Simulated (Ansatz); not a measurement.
## Sensitivity of the G0W0 gap of SrTiO3 (Tausonite)

A base run on SrTiO3 (Tausonite), then changed inputs.

Calculated with Ansatz 0.2.0; G0W0 on PBE, plane waves, PAW; PAW set soft_1.

## (1) The starting structure

The structure is cubic, space group Pm-3m (No. 221). The conventional cell has a = 3.905 Å, b = 3.905 Å, c = 3.905 Å, α = 90.00°, β = 90.00°, γ = 90.00°. Nearest to Sr lie 12 O at 2.76 Å. Nearest to Ti lie 6 O at 1.95 Å. O has 2 Ti at 1.95 Å and 4 Sr at 2.76 Å nearest. Farther neighbours and most contacts between anions are not listed.

The cell and positions come from the Crystallography Open Database and are kept as given unless a step says otherwise.

## (2) The base run: 4×4×4 mesh, 135 empty bands, screening to 100 eV, PAW set soft_1 files

Now the one-shot GW correction: screening in the RPA, then the self-energy of the levels asked for. This step takes PAW set soft_1 files.

Contents of input.yaml:

```yaml
crystal:
  lattice:
    - [3.90528, 0.0, 0.0]
    - [0.0, 3.90528, 0.0]
    - [0.0, 0.0, 3.90528]
  atoms:
    - { symbol: Sr, position: [0.5, 0.5, 0.5] }
    - { symbol: Ti, position: [0.0, 0.0, 0.0] }
    - { symbol: O, position: [0.5, 0.0, 0.0] }
    - { symbol: O, position: [0.0, 0.5, 0.0] }
    - { symbol: O, position: [0.0, 0.0, 0.5] }
kpoints:
  mp_grid: { grid: [4, 4, 4] }
hamiltonian:
  xc: pbe
  pseudopotentials: { kind: paw, azcp: { folder: soft_1 } }
scf:
  occupations: { method: fixed }
gw:
  n_empty_bands: 135
  ecut_chi: 100
  qp_bands: [v2, c2]
  qp_kpoints: band_edges
  screening: { model: contour_deformation }
```

Started as:

```console
> ansatz run input.yaml --threads 2 --pin off --max-ram 73728MiB --backend cuda --events-out ev --progress --plain --runs-dir out --devices 1 --max-vram 13GiB
```

Numbers of over 12 decimals in the logs are rounded to 6 here.

Log:

```text
GPUs: using 1 of 1 available (devices: 1).
Engine: ansatz 0.2.0, x86_64-unknown-linux-gnu
Pseudopotentials: kind: paw
Pseudopotential: Sr, paw, valence charge 10, recommended cutoff 420 eV (normal), soft_1/Sr.paw.azcp
Pseudopotential: Ti, paw, valence charge 12, recommended cutoff 420 eV (normal), soft_1/Ti.paw.azcp
Pseudopotential: O, paw, valence charge 6, recommended cutoff 420 eV (normal), soft_1/O.paw.azcp
Functional definition: PBE
  parameter kappa = 0.804
  parameter beta = 0.066725
  exchange = pbe_x(kappa = kappa, mu = beta*pi^2/3)
  correlation = pbe_c(beta = beta)
device memory: the entry about to start is reckoned to put 0.6 GiB on a device that reports 42.6 GiB free (of which the cap on the GPU budget leaves the run 13.0 GiB)
GPU FFT provider: cuFFT
GPU libraries: cuBLAS 13.8.2, cuFFT 12.4.0, cuSOLVER 12.3.4
Crystal: 5 atoms, lattice volume = 59.560 Å³
Basis set: ecut = 420 eV, 1189 PW (Γ)
Bands: 25, of which v1, the nominal top of the filled ones, is band 20 counted from 1 (19 counted from 0)
Symmetry: 48 space group operations
Space group: Pm-3m (ITA 221), of the structure as read, at distance tolerance 3.9e-5 Å
k-points: 10 of 64
Non-local potential: Sr, projectors of the file, l = 0: 3, l = 1: 2, l = 2: 2
Non-local potential: Ti, projectors of the file, l = 0: 3, l = 1: 2, l = 2: 3, l = 3: 1
Non-local potential: O, projectors of the file, l = 0: 2, l = 1: 2, l = 2: 1
PAW form: soft (Blöchl's): semilocal exchange-correlation on the pseudo side does not see the compensation charge
PAW one-centre angular grid: Sr, 110 points (default); XC on 64 Gauss nodes
PAW one-centre angular grid: Ti, 590 points (default); XC on 64 Gauss nodes
PAW one-centre angular grid: O, 110 points (default); XC on 64 Gauss nodes
Initial density: superposition of atomic densities (chi_scale 0.1, normalization cell, long waves kept (reshape's long-wave potential 0.00 eV rms))
Initial wavefunctions: pseudopotential atomic-orbital guess
GPU buffer pool allocated for 19683 grid points (all kernels)
GPU transforms: local potential and band sums: pruned to the plane-wave sphere, on 25×27×27
Functional: x = pbe(κ = 0.804, μ = 0.219515), c = pbe(β = 0.066725)
SCF iter   1: F=—  HF=-7754.623308 eV  |F-HF|=—  |Δ(HF+E_count)|=         —  Δρ=4.99e-2  dr2=1.45e0  ethr=3.10e-3  ⟨swp⟩=4.2  Hψ=1029  notcnv=0  defer=22
preconditioner: auto → Resta (q_TF=auto, 2.553 Å⁻¹)  ε∞=5.2  [insulator: Δε(μ)=2.219 eV  Ē_g=12.922 eV  n_scr=18 (ndim 8)  ℏωp=26.4 eV  f_vac=0.000  ε∞_Penn≈5.2]
SCF iter   2: F=—  HF=-7754.485718 eV  |F-HF|=—  |Δ(HF+E_count)|=   1.38e-1  Δρ=2.74e-2  dr2=3.85e-1  ethr=3.10e-3  ⟨swp⟩=2.0  Hψ=369  notcnv=0  defer=15
SCF iter   3: F=—  HF=-7754.490329 eV  |F-HF|=—  |Δ(HF+E_count)|=   4.61e-3  Δρ=1.62e-2  dr2=1.58e-1  ethr=9.63e-4  ⟨swp⟩=2.1  Hψ=462  notcnv=0  defer=20
[...]
E_xc         = -510.500355
  E_vxc        = -580.830245  (∫ρ·V_xc dr)
  E_paw        = -4217.975206  (= ΣΔE_a)
  E_vpaw       = -342.054259  (= ΣTr[D̂ρ^β])
  E_aug_tail   = 0.002245  (compensation charges beyond the density's cutoff)
  E_ewald      = -2891.094941
  E_smearing   = -0.000000  (= −TS)
  E_closure    = -0.000000  (closes the sum)
  Σ components = -7754.480217   (vs F -7754.480217, Δ=0.00e0)
--- Band table (eV; the first three rows and the last of 10) ---
  k-point 0: bands = [... 16 lower, 8.7976, 9.6269, 9.6269, 9.6269, 11.8380, 11.8380, 11.8380, 14.2923, ... 1 higher]
  k-point 1: bands = [... 16 lower, 8.3073, 8.3641, 9.3844, 9.3844, 11.9183, 12.8943, 12.8943, 14.3013, ... 1 higher]
  k-point 2: bands = [... 16 lower, 7.6173, 7.9967, 9.2503, 9.2503, 12.0026, 13.7559, 13.7559, 14.3067, ... 1 higher]
  k-point 9: bands = [... 16 lower, 6.2415, 9.9656, 9.9656, 9.9656, 14.4354, 14.4354, 14.4354, 16.9445, ... 1 higher]
--- G₀W₀: contour deformation, 6 samples at zero and on the imaginary axis and 2 off it, 64 q-points, 135 empty bands' worth ---
  eigenvalues of the whole cell's RPA ε∞ on this k-mesh (on a slab, of 1 + 4πα/V) = 6.5911, 6.5911, 6.5911; static W/v taken at q = 0 is 0.151719
  bands read: the sum over 155 bands ends inside a degenerate multiplet in 1 slot, whose members it reads at an even weight; the widest, k=8: bands 155 to 156 (counted from 1) at 1/2 each
  gw.qp_kpoints: band_edges: 6 of 10 stored k-points solved, in 1 pass; an edge of the gap read off the rows below is read off those points alone
    valence top: of the k-points left out ik 7 came nearest to being solved in a further pass, in band 20 (counted from 1, as in the quasiparticle table): it holds the edge there only if its correction is more favourable than any solved in that band by at least 0.513 eV; those differ by 0.043 eV
    conduction bottom: of the k-points left out ik 3 came nearest to being solved in a further pass, in band 21 (counted from 1, as in the quasiparticle table): it holds the edge there only if its correction is more favourable than any solved in that band by at least 1.014 eV; those differ by 0.104 eV
    ik  band        ε_KS         Σx   Σc(E_QP)       V_xc       Z   E_QP_lin       E_QP  E_QP is
     0    19      9.6269   -26.3914     4.6842   -21.5155  0.7289     9.4344     9.4351  root
     0    20      9.6269   -26.3914     4.6842   -21.5155  0.7289     9.4344     9.4351  root
     0    21     11.8380   -12.6250    -6.3530   -20.3031  0.7393    13.2034    13.1632  root
     0    22     11.8380   -12.6250    -6.3530   -20.3031  0.7393    13.2034    13.1632  root
     1    19      9.3844   -26.1349     4.6651   -21.2600  0.7269     9.1737     9.1746  root
     1    20      9.3844   -26.1349     4.6651   -21.2600  0.7269     9.1737     9.1746  root
     1    21     11.9183   -12.7745    -6.4631   -20.5858  0.7362    13.3096    13.2665  root
     1    22     12.8943   -14.2172    -6.3103   -21.8816  0.7168    14.2990    14.2484  root
[...]
9    19      9.9656   -26.0821     4.8679   -21.0149  0.7205     9.7655     9.7663  root
     9    20      9.9656   -26.0821     4.8679   -21.0149  0.7205     9.7655     9.7663  root
     9    21     14.4354   -14.5039    -7.8615   -23.7947  0.6709    15.9518    15.8647  root
     9    22     14.4354   -14.5039    -7.8615   -23.7947  0.6709    15.9518    15.8647  root
[key lines of the parts left out:]
SCF converged after 9 iterations
Free energy (F): -7754.480217 eV
Fermi energy:    9.965625 eV
```

It took 5.8 s on 1 × NVIDIA H100 80GB HBM3 (shared by 6 runs) with 2 threads of AMD EPYC 7R13 (Zen 3), shared host; peak memory 1.1 GiB; 6.5 s of CPU time.

This step gave:

```
bands summed                                 : 155
RPA ε∞ on this mesh (eigenvalues)            : 6.591, 6.591, 6.591
plane waves in the screening matrix          : 147
q-points in the mesh                         : 64
G0W0 gap on the mesh                         : 3.397 eV
k of the valence top                         : -0.5, -0.5, -0.5
k of the conduction bottom                   : 0, 0, 0
starting gap on the mesh                     : 1.872 eV
Z at the valence top                         : 0.7205
Z at the conduction bottom                   : 0.7393
least direct G0W0 gap on the computed points : 3.728 eV
```

The gap on the mesh goes from 1.87 eV to 3.40 eV, a correction of +1.52 eV. Between the two edge states, bare exchange in place of the xc potential would open the gap by 12.75 eV, and correlation takes back 11.22 eV.

## (3) Variant: all filled levels at the zone centre

Edit input.yaml of step 2 so:

```diff
@@ -21,4 +21,4 @@
   ecut_chi: 100
-  qp_bands: [v2, c2]
-  qp_kpoints: band_edges
+  qp_bands: [lowest, c2]
+  qp_kpoints: [[0, 0, 0]]
   screening: { model: contour_deformation }
```

Log:

```text
GPUs: using 1 of 1 available (devices: 1).
[...]
GPU FFT provider: cuFFT
GPU libraries: cuBLAS 13.8.2, cuFFT 12.4.0, cuSOLVER 12.3.4
Crystal: 5 atoms, lattice volume = 59.560 Å³
Basis set: ecut = 420 eV, 1189 PW (Γ)
Bands: 25, of which v1, the nominal top of the filled ones, is band 20 counted from 1 (19 counted from 0)
[... 1 set-up line as in the run before ...]
[...]
k-points: 10 of 64
[...]
GPU buffer pool allocated for 19683 grid points (all kernels)
[...]
SCF iter   1: F=—  HF=-7754.623308 eV  |F-HF|=—  |Δ(HF+E_count)|=         —  Δρ=4.99e-2  dr2=1.45e0  ethr=3.10e-3  ⟨swp⟩=4.2  Hψ=1029  notcnv=0  defer=22
[...]
SCF iter   9: F=-7754.480217 eV  HF=-7754.480217 eV  |F-HF|=2.20e-9  |Δ(HF+E_count)|=   4.55e-8  Δρ=2.30e-6  dr2=3.09e-9  ethr=2.50e-10  ⟨swp⟩=9.4  Hψ=984  notcnv=0
SCF 1 converged in 9 iterations: F = -7754.480217 eV  dr2 = 3.09e-9
[...]
NSCF: frozen V_eff on 10 k-points, pencils in batches of 32, up to order 100
[...]
NSCF: frozen V_eff on 10 k-points
G₀W₀ screening: q 1/10
[... further progress lines ...]
SCF converged after 9 iterations
Free energy (F): -7754.480217 eV
[...]
Internal energy: -7754.480217 eV  (E = F + TS)
E sigma→0 (E₀):  -7754.480217 eV
Fermi energy:    9.965625 eV
[...]
--- Band table (eV; the first three rows and the last of 10) ---
  k-point 0: bands = [... 16 lower, 8.7976, 9.6269, 9.6269, 9.6269, 11.8380, 11.8380, 11.8380, 14.2923, ... 1 higher]
  k-point 1: bands = [... 16 lower, 8.3073, 8.3641, 9.3844, 9.3844, 11.9183, 12.8943, 12.8943, 14.3013, ... 1 higher]
  k-point 2: bands = [... 16 lower, 7.6173, 7.9967, 9.2503, 9.2503, 12.0026, 13.7559, 13.7559, 14.3067, ... 1 higher]
  k-point 9: bands = [... 16 lower, 6.2415, 9.9656, 9.9656, 9.9656, 14.4354, 14.4354, 14.4354, 16.9445, ... 1 higher]
[...]
`?` marks the rows in doubt; gw_qp.tsv's column doubts and the gw_qp event give each row's grounds
[...]
0     1    -46.4448   -47.8642    15.4950   -31.1124  0.5781   -47.7571   -47.7015  root ?
     0     2    -22.7504   -35.9401    10.4654   -24.4010  0.6335   -23.8684   -23.8241  root
     0     3    -22.7147   -39.3310     9.6785   -28.7957  0.6204   -23.5912   -23.5716  root
     0     4    -22.7147   -39.3310     9.6785   -28.7957  0.6204   -23.5912   -23.5716  root
     0     5    -22.7147   -39.3310     9.6785   -28.7957  0.6204   -23.5912   -23.5716  root
     0     6     -7.4438   -32.7294    10.8712   -21.1034  0.5733    -8.2209    -8.1986  root ?
     0     7     -6.4672   -33.4783    10.5750   -22.0470  0.6069    -7.3427    -7.3234  root
     0     8     -6.4672   -33.4783    10.5750   -22.0470  0.6069    -7.3427    -7.3234  root
     0     9     -4.7454   -27.6943     4.6890   -21.1259  0.7968    -6.7302    -6.6248  root ?
     0    10     -4.7454   -27.6943     4.6890   -21.1259  0.7968    -6.7302    -6.6248  root ?
     0    11     -4.7454   -27.6943     4.6890   -21.1259  0.7968    -6.7302    -6.6248  root ?
     0    12      7.1526   -25.3177     5.3671   -19.5228  0.6873     6.7164     6.7247  root
     0    13      7.1526   -25.3177     5.3671   -19.5228  0.6873     6.7164     6.7247  root
[...]
0    19      9.6269   -26.3914     4.6842   -21.5155  0.7289     9.4344     9.4351  root
     0    20      9.6269   -26.3914     4.6842   -21.5155  0.7289     9.4344     9.4351  root
     0    21     11.8380   -12.6250    -6.3530   -20.3031  0.7393    13.2034    13.1632  root
     0    22     11.8380   -12.6250    -6.3530   -20.3031  0.7393    13.2034    13.1632  root
```

Run time: 9.1 s. Hardware: 1 × NVIDIA H100 80GB HBM3 (shared by 6 runs) with 2 threads; peak memory 1.1 GiB; 12 s of CPU time.

Absolute levels on the run's own zero. QP, by row:

```
k index  band  KS (eV)  Sigma_x (eV)  Sigma_c (eV)  Vxc (eV)       Z  QP linearised (eV)  QP (eV)  source          doubts
      0     1   -46.44        -47.86         15.49    -31.11  0.5781              -47.76    -47.7    root   z_under_floor
      0     2   -22.75        -35.94         10.47     -24.4  0.6335              -23.87   -23.82    root                
      0     3   -22.71        -39.33         9.678     -28.8  0.6204              -23.59   -23.57    root                
      0     4   -22.71        -39.33         9.678     -28.8  0.6204              -23.59   -23.57    root                
      0     5   -22.71        -39.33         9.678     -28.8  0.6204              -23.59   -23.57    root                
      0     6   -7.444        -32.73         10.87     -21.1  0.5733              -8.221   -8.199    root   z_under_floor
      0     7   -6.467        -33.48         10.57    -22.05  0.6069              -7.343   -7.323    root                
      0     8   -6.467        -33.48         10.57    -22.05  0.6069              -7.343   -7.323    root                
      0     9   -4.745        -27.69         4.689    -21.13  0.7968               -6.73   -6.625    root  energies_apart
      0    10   -4.745        -27.69         4.689    -21.13  0.7968               -6.73   -6.625    root  energies_apart
      0    11   -4.745        -27.69         4.689    -21.13  0.7968               -6.73   -6.625    root  energies_apart
      0    12    7.153        -25.32         5.367    -19.52  0.6873               6.716    6.725    root                
      0    13    7.153        -25.32         5.367    -19.52  0.6873               6.716    6.725    root                
      0    14    7.153        -25.32         5.367    -19.52  0.6873               6.716    6.725    root                
      0    15    8.798        -24.97         4.966    -19.69   0.708               8.481    8.483    root                
      0    16    8.798        -24.97         4.966    -19.69   0.708               8.481    8.483    root                
      0    17    8.798        -24.97         4.966    -19.69   0.708               8.481    8.483    root                
      0    18    9.627        -26.39         4.684    -21.52  0.7289               9.434    9.435    root                
      0    19    9.627        -26.39         4.684    -21.52  0.7289               9.434    9.435    root                
      0    20    9.627        -26.39         4.684    -21.52  0.7289               9.434    9.435    root                
      0    21    11.84        -12.62        -6.353     -20.3  0.7393                13.2    13.16    root                
      0    22    11.84        -12.62        -6.353     -20.3  0.7393                13.2    13.16    root
```

Against the base:

```
     setting        base       variant
levels asked    v2 to c2  lowest to c2
points asked  band edges   [[0, 0, 0]]
```

## (4) Results

| Item | Value |
| --- | --- |
| base | 3.40 eV, 5.8 s |
| all filled levels at the zone centre | direct gap at the listed points 3.73 eV, 9.1 s |

All filled levels at the zone centre: only the listed points were computed; the least direct gap there is 3.73 eV, with levels asked and points asked changed against the base. All runs here use a coarse mesh and modest cutoffs; they test settings and are not final values. The 4×4×4 mesh is coarse for this cell (its supercell is 16 Å along the shortest edge). The RPA ε∞ on it, from the PBE start, is 6.59; such meshes misread the long-range screening, most where the gap is narrow. This is the ideal cubic cell; many perovskites, halides above all, are cubic only on average, and local tilts or off-centring can widen the gap. The many-body steps are scalar-relativistic: spin-orbit coupling is not in them.

[Paths, hosts, dates, memory and timing lines, banners, echoed tables and standing remarks are left out of the program output.]

[Logs are printed without paths, hosts, clocks, repeated set-up lines and the standing remarks that a program may print on its own settings, such as how far it seeks lower states.]

[Runs of the session that timed out or met a known fault of the program may be left out.]

[Cells called generated may have been cut or substituted from an entry of the Crystallography Open Database or the Materials Project.]

[Hosts, paths, dates, database ids (printed as entryN), source tags and the programs' standing remarks are cut or masked in the printed files.]
